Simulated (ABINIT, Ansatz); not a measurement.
## CdF2 (Fm-3m): G0W0 on several meshes in ABINIT

How does the mesh move the gap of CdF2 (Fm-3m)?

Program: ABINIT 10.8.3. Level of theory: PBE and many-body steps on it, plane waves. Results are calculated unless marked as measured.

### Step 1. Starting point

Symmetry: Fm-3m, No. 225, cubic system. The conventional cell has a = 5.388 Å, b = 5.388 Å, c = 5.388 Å, α = 90.00°, β = 90.00°, γ = 90.00°. Cd has 8 F at 2.33 Å nearest. Nearest to F lie 4 Cd at 2.33 Å. Farther neighbours and most contacts between anions are not listed.

As a file:

```cif
data_structure
_symmetry_space_group_name_H-M 'P 1'
_symmetry_Int_Tables_number 1
_cell_length_a 3.8099
_cell_length_b 3.8099
_cell_length_c 3.8099
_cell_angle_alpha 60.000
_cell_angle_beta 60.000
_cell_angle_gamma 60.000
_cell_volume 39.10
loop_
_atom_site_label
_atom_site_type_symbol
_atom_site_fract_x
_atom_site_fract_y
_atom_site_fract_z
_atom_site_occupancy
Cd1 Cd 0.00000 0.00000 0.00000 1
F2 F 0.25000 0.25000 0.25000 1
F3 F 0.75000 0.75000 0.75000 1
```

The cell and positions come from the Crystallography Open Database and are kept as given unless a step says otherwise.

### Step 2. Empty states on the mesh, 4×4×4 mesh, 141 bands

This step: ABINIT 10.8.3; DFT, PBE, plane waves, norm-conserving pseudopotentials.

The sums over transitions need many empty states on a uniform mesh; this step solves for them.

Contents of run.abi:

```
acell 3*1.0 Angstrom
rprim 
  0.000000000000 2.694000000000 2.694000000000
  2.694000000000 -0.000000000000 2.694000000000
  2.694000000000 2.694000000000 -0.000000000000
ntypat 2
znucl 48 9
natom 3
typat 1 2 2
xred 
  0.000000000000 0.000000000000 0.000000000000
  0.250000000000 0.250000000000 0.250000000000
  0.750000000000 0.750000000000 0.750000000000
pp_dirpath "pseudos"
pseudos "Cd.upf, F.upf"
ecut 47
ngkpt 4 4 4
nshiftk 1
shiftk 0 0 0
kptopt 1
chksymbreak 0
irdden 1
istwfk *1
nband 141
prtvol 0
optdriver 6
gwr_task "HDIAGO"
paral_kgb 0
occopt 1
indata_prefix "in"
outdata_prefix "out"
tmpdata_prefix "tmp"
```

Command:

```bash
OMP_NUM_THREADS=1 mpirun -n 4 abinit run.abi > log
```

Numbers of over 12 decimals in the logs are rounded to 6 here.

Log:

```text
.Version 10.8.3 of ABINIT. v10.8.2 released Aug 2026.

 Symmetries : space group Fm -3 m (#225); Bravais cF (face-center cubic)
[... echo of the input left out ...]
== DATASET  1 ==================================================================
-   mpi_nproc: 4, omp_nthreads: 1 (-1 if OMP is not activated)

--- !DatasetInfo
iteration_state: {dtset: 1, }
dimensions: {natom: 3, nkpt: 8, mband: 141, nsppol: 1, nspinor: 1, nspden: 1, mpw: 4092, }
cutoff_energies: {ecut:  47.0, pawecutdg:  -1.0, }
[...]
Indirect band gap semiconductor
 Fundamental gap:     3.124 (eV)
   VBM:     3.135 (eV) at k: [-2.5000E-01,  5.0000E-01,  2.5000E-01]
   CBM:     6.259 (eV) at k: [ 0.0000E+00,  0.0000E+00,  0.0000E+00]
 Direct gap:         3.619 (eV) at k: [ 0.0000E+00,  0.0000E+00,  0.0000E+00]

== END DATASET(S) ==============================================================
================================================================================

 -outvars: echo values of variables after computation  --------
           etotal      0.0000000000E+00
            nband         141
             nkpt           8
          spgroup         225
 [... the other variables as echoed above ...]

 Calculation completed.
```

The job ended after 75 s (4 MPI ranks of Arm Neoverse V2, shared host; peak memory 3.8 GiB).

Numbers from this step:

```yaml
gap: 3.124 eV
k_of_the_valence_top: -0.25, 0.5, 0.25
k_of_the_conduction_bottom: 0, 0, 0
least_direct_gap: 3.619 eV
k_points_computed: 8
lowest_point_of_the_top_converged_band_above_the_valence_top: 112.1025 eV
```

On this mesh the gap is 3.124 eV.

The density comes from a self-consistent run that is not shown.

### Step 3. Screening, 4×4×4 mesh, 64 bands, screening to 141.5 eV

The RPA dielectric matrix is built and inverted for each q.

This step: RPA screening on PBE, plane waves, norm-conserving pseudopotentials.

Changes to run.abi since step 2:

```diff
@@ -21,10 +21,11 @@
 chksymbreak 0
-irdden 1
 istwfk *1
-nband 141
-prtvol 0
-optdriver 6
-gwr_task "HDIAGO"
-paral_kgb 0
 occopt 1
+irdwfk 1
+optdriver 3
+nband 64
+ecuteps 5.2
+inclvkb 2
+awtr 1
+symchi 1
 indata_prefix "in"
```

Log:

```text
.Version 10.8.3 of ABINIT. v10.8.2 released Aug 2026.

 Symmetries : space group Fm -3 m (#225); Bravais cF (face-center cubic)
[... echo of the input left out ...]
== DATASET  1 ==================================================================
-   mpi_nproc: 4, omp_nthreads: 1 (-1 if OMP is not activated)

--- !DatasetInfo
iteration_state: {dtset: 1, }
dimensions: {natom: 3, nkpt: 8, mband: 64, nsppol: 1, nspinor: 1, nspden: 1, mpw: 4092, }
cutoff_energies: {ecut:  47.0, pawecutdg:  -1.0, }
electrons: {nelect:   3.40000000E+01, charge:   0.00000000E+00, occopt:   1.00000000E+00, tsmear:   1.00000000E-02, }

 SCREENING: Calculation of the susceptibility and dielectric matrices

 Based on a program developped by R.W. Godby, V. Olevano, G. Onida, and L. Reining.
 Incorporated in ABINIT by V. Olevano, G.-M. Rignanese, and M. Torrent.
.Using double precision arithmetic ; gwpc =  8

[... cell and pseudopotentials left out ...]
--------------------------------------------------------------------------------

 ==== K-mesh for the wavefunctions ====
 Number of points in the irreducible wedge :     8
[... list of points left out ...]
 Together with 48 symmetry operations and time-reversal symmetry
 yields    64 points in the full Brillouin Zone.

 ==== Q-mesh for the screening function ====
 Number of points in the irreducible wedge :     8
[... list of points left out ...]
 Together with 48 symmetry operations and time-reversal symmetry
 yields    64 points in the full Brillouin Zone.

 setmesh: FFT mesh size selected  =    30x   30x   30
          total number of points  =        27000

 vcoul_init : cutoff-mode = AUXILIARY_FUNCTION
 q-points for optical limit:   1
     1)      0.000010    0.000020    0.000030

- screening: taking advantage of time-reversal symmetry
- Maximum band index for partially occupied states nbvw = 17
- Remaining bands to be divided among processors   nbcw = 47
- Number of bands treated by each node ~11

 Number of electrons calculated from density =   34.0000; Expected =   34.0000
 average of density, n =  0.128843
 r_s =    1.2282
 omega_plasma =   34.6246 [eV]

 calculating chi0 at frequencies [eV] :
  1    0.000000E+00    0.000000E+00
  2    0.000000E+00    3.462465E+01

--------------------------------------------------------------------------------
  q-point number  1        q = ( 0.000000, 0.000000, 0.000000) [r.l.u.]
--------------------------------------------------------------------------------
[... chi0 elements left out ...]
 For q-point:  0.000010 0.000020 0.000030
  dielectric constant =   2.7455
  dielectric constant without local fields =   2.8844

  Average fulfillment of the sum rule on Im[epsilon] for q-point    1 :     40.35  [%]
[... wings left out ...]
  q-point number  2        q = ( 0.250000, 0.000000, 0.000000) [r.l.u.]
--------------------------------------------------------------------------------
[... chi0 elements left out ...]
  Average fulfillment of the sum rule on Im[epsilon] for q-point    2 :     57.44  [%]

 [... 6 further q-points ...]
```

The job ended after 16 s (4 MPI ranks; peak memory 0.84 GiB; 63 s of CPU time).

Numbers from this step:

```
ε∞ with local fields, on this mesh, along the program's q direction : 2.745
the same without local fields                                       : 2.884
plasma frequency                                                    : 34.62 eV
plane waves in the screening matrix                                 : 169
```

Local fields lower ε∞ by 5 %. On a Γ-centred mesh this coarse the value itself is usually too large, while a short band sum pulls it down.

### Step 4. 4×4×4

The self-energy is evaluated for the states that the input lists, and the levels follow from it, in one-shot runs by the linearised quasiparticle equation.

This step: G0W0 on PBE, plane waves, norm-conserving pseudopotentials.

Changes to run.abi since step 3:

```diff
@@ -24,8 +24,17 @@
 irdwfk 1
-optdriver 3
+optdriver 4
 nband 64
+gwcalctyp 0
+ecutsigx 47
+symsigma 1
+nkptgw 2
+kptgw 
+  -0.2500000000 0.5000000000 0.2500000000
+  0.0000000000 0.0000000000 0.0000000000
+bdgw 
+  16 19
+  15 21
 ecuteps 5.2
-inclvkb 2
-awtr 1
-symchi 1
+irdscr 1
+ppmodel 1
 indata_prefix "in"
```

Log:

```text
.Version 10.8.3 of ABINIT. v10.8.2 released Aug 2026.

 Symmetries : space group Fm -3 m (#225); Bravais cF (face-center cubic)
[... echo of the input left out ...]
== DATASET  1 ==================================================================
-   mpi_nproc: 4, omp_nthreads: 1 (-1 if OMP is not activated)

--- !DatasetInfo
iteration_state: {dtset: 1, }
dimensions: {natom: 3, nkpt: 8, mband: 64, nsppol: 1, nspinor: 1, nspden: 1, mpw: 4092, }
cutoff_energies: {ecut:  47.0, pawecutdg:  -1.0, }
electrons: {nelect:   3.40000000E+01, charge:   0.00000000E+00, occopt:   1.00000000E+00, tsmear:   1.00000000E-02, }

 SIGMA: Calculation of the GW corrections

 Based on a program developped by R.W. Godby, V. Olevano, G. Onida, and L. Reining.
 Incorporated in ABINIT by V. Olevano, G.-M. Rignanese, and M. Torrent.
.Using double precision arithmetic ; gwpc =  8

[... cell and pseudopotentials left out ...]
--------------------------------------------------------------------------------

 ==== K-mesh for the wavefunctions ====
 Number of points in the irreducible wedge :     8
[... list of points left out ...]
 Together with 48 symmetry operations and time-reversal symmetry
 yields    64 points in the full Brillouin Zone.

 ==== Q-mesh for screening function ====
 Number of points in the irreducible wedge :     8
[... list of points left out ...]
 Together with 48 symmetry operations and time-reversal symmetry
 yields    64 points in the full Brillouin Zone.

 vcoul_init : cutoff-mode = AUXILIARY_FUNCTION
 q-points for optical limit:   1
     1)      0.000010    0.000020    0.000030
 setmesh: FFT mesh size selected  =    45x   45x   45
          total number of points  =        91125

 Number of electrons calculated from density =   34.0000; Expected =   34.0000
 average of density, n =  0.128843
 r_s =    1.2282
 omega_plasma =   34.6246 [eV]

 === KS Band Gaps ===
  >>>> For spin  1
   Minimum direct gap =   3.6194 [eV], located at k-point      :   0.0000  0.0000  0.0000
   Fundamental gap    =   3.1240 [eV], Top of valence bands at :  -0.2500  0.5000  0.2500
                                       Bottom of conduction at :   0.0000  0.0000  0.0000
 SIGMA fundamental parameters:
 PLASMON POLE MODEL  1
 number of plane-waves for SigmaX                 4015
 number of plane-waves for SigmaC and W            169
 number of plane-waves for wavefunctions          4015
 number of bands                                    64
 number of independent spin polarizations            1
 number of spinorial components                      1
 number of k-points in IBZ                           8
 number of q-points in IBZ                           8
 number of symmetry operations                      48
 number of k-points in BZ                           64
 number of q-points in BZ                           64
 number of frequencies for dSigma/dE                 9
 frequency step for dSigma/dE [eV]                0.25
 number of omega for Sigma on real axis              0
 max omega for Sigma on real axis  [eV]           0.00
 zcut for avoiding poles [eV]                     0.10

 EPSILON^-1 parameters (SCR file):
 dimension of the eps^-1 matrix on file            169
 dimension of the eps^-1 matrix used               169
 number of plane-waves for wavefunctions          4015
 number of bands                                    64
 number of q-points in IBZ                           8
 number of frequencies                               2
 number of real frequencies                          1
 number of imag frequencies                          1

 matrix elements of self-energy operator (all in [eV])

 Perturbative Calculation

--- !SelfEnergy_ee
iteration_state: {dtset: 1, }
kpoint     : [  -0.250,    0.500,    0.250, ]
spin       : 1
KS_gap     :    8.101
QP_gap     :   11.479
Delta_QP_KS:    3.378
data: !SigmaeeData |
     Band     E0 <VxcDFT>   SigX SigC(E0)      Z dSigC/dE  Sig(E)    E-E0       E
       16   2.536 -23.138 -30.563   5.944   0.792  -0.263 -24.310  -1.172   1.364
       17   3.135 -24.392 -31.575   5.774   0.802  -0.246 -25.523  -1.130   2.005
       18  11.236 -16.752 -10.745  -3.387   0.858  -0.166 -14.504   2.248  13.484
       19  14.664 -10.958  -6.360  -3.328   0.865  -0.157  -9.861   1.098  15.761

--- !SelfEnergy_ee
iteration_state: {dtset: 1, }
kpoint     : [   0.000,    0.000,    0.000, ]
spin       : 1
KS_gap     :    3.619
QP_gap     :    6.097
Delta_QP_KS:    2.477
data: !SigmaeeData |
     Band     E0 <VxcDFT>   SigX SigC(E0)      Z dSigC/dE  Sig(E)    E-E0       E
       15   2.640 -24.993 -32.322   5.627   0.815  -0.227 -26.380  -1.387   1.252
       16   2.640 -24.993 -32.322   5.627   0.815  -0.227 -26.380  -1.387   1.252
       17   2.640 -24.993 -32.322   5.627   0.815  -0.227 -26.380  -1.387   1.252
       18   6.259 -12.403  -7.938  -3.220   0.875  -0.142 -11.313   1.090   7.349
       19  15.876 -10.202  -4.669  -3.954   0.878  -0.139  -8.815   1.387  17.263
       20  15.876 -10.202  -4.669  -3.954   0.878  -0.139  -8.815   1.387  17.263
       21  15.876 -10.202  -4.669  -3.954   0.878  -0.139  -8.815   1.387  17.263

== END DATASET(S) ==============================================================
================================================================================

 -outvars: echo values of variables after computation  --------
           etotal      0.0000000000E+00
            nband          64
             nkpt           8
          spgroup         225
 [... the other variables as echoed above ...]

 Calculation completed.
```

Elapsed: 5.3 s, on 4 MPI ranks; peak memory 0.7 GiB; 21 s of CPU time.

Numbers from this step:

- G0W0 gap on the points computed: 5.344 eV
- starting gap on the mesh: 3.124 eV
- k of the valence top: -0.25, 0.5, 0.25
- k of the conduction bottom: 0, 0, 0
- Z at the valence top: 0.802
- Z at the conduction bottom: 0.875
- least direct G0W0 gap on the computed points: 6.097 eV

The gap on the mesh goes from 3.12 eV to 5.34 eV, a correction of +2.22 eV.

### Step 5. Empty states on the mesh, 6×6×6 mesh, 70 bands

This step: DFT, PBE, plane waves, norm-conserving pseudopotentials.

Changes to run.abi since step 4:

```diff
@@ -16,3 +16,3 @@
 ecut 47
-ngkpt 4 4 4
+ngkpt 6 6 6
 nshiftk 1
@@ -21,20 +21,10 @@
 chksymbreak 0
+iscf -2
+irdden 1
 istwfk *1
-occopt 1
-irdwfk 1
-optdriver 4
-nband 64
-gwcalctyp 0
-ecutsigx 47
-symsigma 1
-nkptgw 2
-kptgw 
-  -0.2500000000 0.5000000000 0.2500000000
-  0.0000000000 0.0000000000 0.0000000000
-bdgw 
-  16 19
-  15 21
-ecuteps 5.2
-irdscr 1
-ppmodel 1
+nband 70
+nbdbuf 6
+tolwfr 1e-09
+nstep 60
+prtvol 0
 indata_prefix "in"
```

Log:

```text
.Version 10.8.3 of ABINIT. v10.8.2 released Aug 2026.

 Symmetries : space group Fm -3 m (#225); Bravais cF (face-center cubic)
[... echo of the input left out ...]
== DATASET  1 ==================================================================
-   mpi_nproc: 4, omp_nthreads: 1 (-1 if OMP is not activated)

--- !DatasetInfo
iteration_state: {dtset: 1, }
dimensions: {natom: 3, nkpt: 16, mband: 70, nsppol: 1, nspinor: 1, nspden: 1, mpw: 4092, }
cutoff_energies: {ecut:  47.0, pawecutdg:  -1.0, }
[...]
2.00752    2.01086    2.01086    2.01086    2.02749    2.02749    2.02749    2.11807
   2.11807    2.11807    2.15038    2.23072    2.23072    2.23072    2.31210    2.31210
   2.31210    2.32375    2.32375    2.55117    2.55117    2.55117
 prteigrs : prtvol=0 or 1, do not print more k-points.

== END DATASET(S) ==============================================================
================================================================================

 -outvars: echo values of variables after computation  --------
            nband          70
             nkpt          16
          spgroup         225
 [... the other variables as echoed above ...]

 Calculation completed.
```

The job ended after 26 s (4 MPI ranks; peak memory 0.36 GiB).

Numbers from this step:

* gap: 3.144 eV
* k of the valence top: -0.3333, 0.5, 0.1667
* k of the conduction bottom: 0, 0, 0
* least direct gap: 3.620 eV
* k points computed: 16
* lowest point of the top converged band, above the valence top: 59.3535 eV

On this mesh the gap is 3.144 eV.

### Step 6. Screening, 6×6×6 mesh, 64 bands, screening to 141.5 eV

This step: RPA screening on PBE, plane waves, norm-conserving pseudopotentials.

Changes to run.abi since step 5:

```diff
@@ -21,10 +21,11 @@
 chksymbreak 0
-iscf -2
-irdden 1
 istwfk *1
-nband 70
-nbdbuf 6
-tolwfr 1e-09
-nstep 60
-prtvol 0
+occopt 1
+irdwfk 1
+optdriver 3
+nband 64
+ecuteps 5.2
+inclvkb 2
+awtr 1
+symchi 1
 indata_prefix "in"
```

Log:

```text
.Version 10.8.3 of ABINIT. v10.8.2 released Aug 2026.

 Symmetries : space group Fm -3 m (#225); Bravais cF (face-center cubic)
[... echo of the input left out ...]
== DATASET  1 ==================================================================
-   mpi_nproc: 4, omp_nthreads: 1 (-1 if OMP is not activated)

--- !DatasetInfo
iteration_state: {dtset: 1, }
dimensions: {natom: 3, nkpt: 16, mband: 64, nsppol: 1, nspinor: 1, nspden: 1, mpw: 4092, }
cutoff_energies: {ecut:  47.0, pawecutdg:  -1.0, }
electrons: {nelect:   3.40000000E+01, charge:   0.00000000E+00, occopt:   1.00000000E+00, tsmear:   1.00000000E-02, }

 SCREENING: Calculation of the susceptibility and dielectric matrices

 Based on a program developped by R.W. Godby, V. Olevano, G. Onida, and L. Reining.
 Incorporated in ABINIT by V. Olevano, G.-M. Rignanese, and M. Torrent.
.Using double precision arithmetic ; gwpc =  8

[... cell and pseudopotentials left out ...]
--------------------------------------------------------------------------------

 ==== K-mesh for the wavefunctions ====
 Number of points in the irreducible wedge :    16
[... list of points left out ...]
 Together with 48 symmetry operations and time-reversal symmetry
 yields   216 points in the full Brillouin Zone.

 ==== Q-mesh for the screening function ====
 Number of points in the irreducible wedge :    16
[... list of points left out ...]
 Together with 48 symmetry operations and time-reversal symmetry
 yields   216 points in the full Brillouin Zone.

 setmesh: FFT mesh size selected  =    30x   30x   30
          total number of points  =        27000

 vcoul_init : cutoff-mode = AUXILIARY_FUNCTION
 q-points for optical limit:   1
     1)      0.000010    0.000020    0.000030

- screening: taking advantage of time-reversal symmetry
- Maximum band index for partially occupied states nbvw = 17
- Remaining bands to be divided among processors   nbcw = 47
- Number of bands treated by each node ~11

 Number of electrons calculated from density =   34.0000; Expected =   34.0000
 average of density, n =  0.128843
 r_s =    1.2282
 omega_plasma =   34.6246 [eV]

 calculating chi0 at frequencies [eV] :
  1    0.000000E+00    0.000000E+00
  2    0.000000E+00    3.462465E+01

--------------------------------------------------------------------------------
  q-point number  1        q = ( 0.000000, 0.000000, 0.000000) [r.l.u.]
--------------------------------------------------------------------------------
[... chi0 elements left out ...]
 For q-point:  0.000010 0.000020 0.000030
  dielectric constant =   2.7309
  dielectric constant without local fields =   2.8695

  Average fulfillment of the sum rule on Im[epsilon] for q-point    1 :     40.32  [%]
[... wings left out ...]
  q-point number  2        q = ( 0.166667, 0.000000, 0.000000) [r.l.u.]
--------------------------------------------------------------------------------
[... chi0 elements left out ...]
  Average fulfillment of the sum rule on Im[epsilon] for q-point    2 :     61.97  [%]

 [... 14 further q-points ...]
```

The job ended after 95 s (4 MPI ranks; peak memory 1.4 GiB).

This step gave:

* ε∞ with local fields, on this mesh, along the program's q direction: 2.731
* the same without local fields: 2.869
* plasma frequency: 34.62 eV
* plane waves in the screening matrix: 169

(Part 1 of 2 ends here.)

[Paths, hosts, dates, memory and timing lines, banners, echoed tables and standing remarks are left out of the program output.]

[Logs are printed without paths, hosts, clocks, repeated set-up lines and the standing remarks that a program may print on its own settings, such as how far it seeks lower states.]

[Runs of the session that timed out or met a known fault of the program may be left out.]

[Hosts, paths, dates, database ids (printed as entryN), source tags and the programs' standing remarks are cut or masked in the printed files.]

[G0W0 gaps are taken among the corrected bands and points alone; a level outside them can change the order at an edge.]

[Where Ansatz stands beside ABINIT at settings called matched, ABINIT's density can come from a denser mesh and the files from another edition; pairs whose starting gaps differed by over 0.03 eV were left out, so agreement reads better than it is.]
